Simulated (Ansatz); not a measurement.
Two G0W0 runs on AlGaAs2 (zincblende [001] superlattice).

The cell holds 12 atoms: 3 Ga, 6 As and 3 Al. Its edges and angles: a = 4.012 Å, b = 4.012 Å, c = 16.964 Å, α = 90.0°, β = 90.0°, γ = 90.0°. It derives from GaAs. Regions: GaAs, 6 atoms (3 Ga and 3 As); AlAs, 6 atoms (3 Al and 3 As). The structure's axis is c.

```xyz
12
Lattice="4.0119 0.0000 0.0000 0.0000 4.0120 0.0000 0.0000 0.0000 16.9640" Properties=species:S:1:pos:R:3 pbc="T T T"
Ga    0.0000    0.0000    0.7105
As    2.0060    0.0000    2.1206
Ga    2.0060    2.0060    3.5298
As    0.0000    2.0060    4.9390
Ga    0.0000    0.0000    6.3490
As    2.0060    0.0000    7.7637
Al    2.0060    2.0060    9.1767
As    0.0000    2.0060   10.5939
Al    0.0000    0.0000   12.0117
As    2.0060    0.0000   13.4295
Al    2.0060    2.0060   14.8467
As    0.0000    2.0060   16.2597
```

The structure was relaxed with PBEsol. The runs that relaxed it are not among those shown. PAW set soft_1, made with PBE.

The first (Ansatz 0.2.0; start PBEsol, 4×4×2 mesh, 815 empty bands, screening to 120 eV; 1 × NVIDIA H100 80GB HBM3 (shared by 6 runs) with 3 threads of AMD EPYC 7R13 (Zen 3), shared host) gave, on its mesh: starting gap 1.06 eV, G0W0 gap 1.80 eV, RPA ε∞ (mean) 16.34, 2.6 min.

The second changes empty bands from 815 to 206 and screening cutoff (eV) from 120.0 to 48. What does it give?

It gave: starting gap 1.06 eV, G0W0 gap 1.52 eV, RPA ε∞ (mean) 16.71, 38 s. The G0W0 gap moves by −0.28 eV, +0.00 eV from the start and −0.28 eV from the correction.

Limits: not at the basis limit; no spin-orbit coupling; coarse k mesh.

[Paths, hosts, dates, memory and timing lines, banners, echoed tables and standing remarks are left out of the program output.]

[Logs are printed without paths, hosts, clocks, repeated set-up lines and the standing remarks that a program may print on its own settings, such as how far it seeks lower states.]

[Runs of the session that timed out or met a known fault of the program may be left out.]

[Cells called generated may have been cut or substituted from an entry of the Crystallography Open Database or the Materials Project.]

[Hosts, paths, dates, database ids (printed as entryN), source tags and the programs' standing remarks are cut or masked in the printed files.]
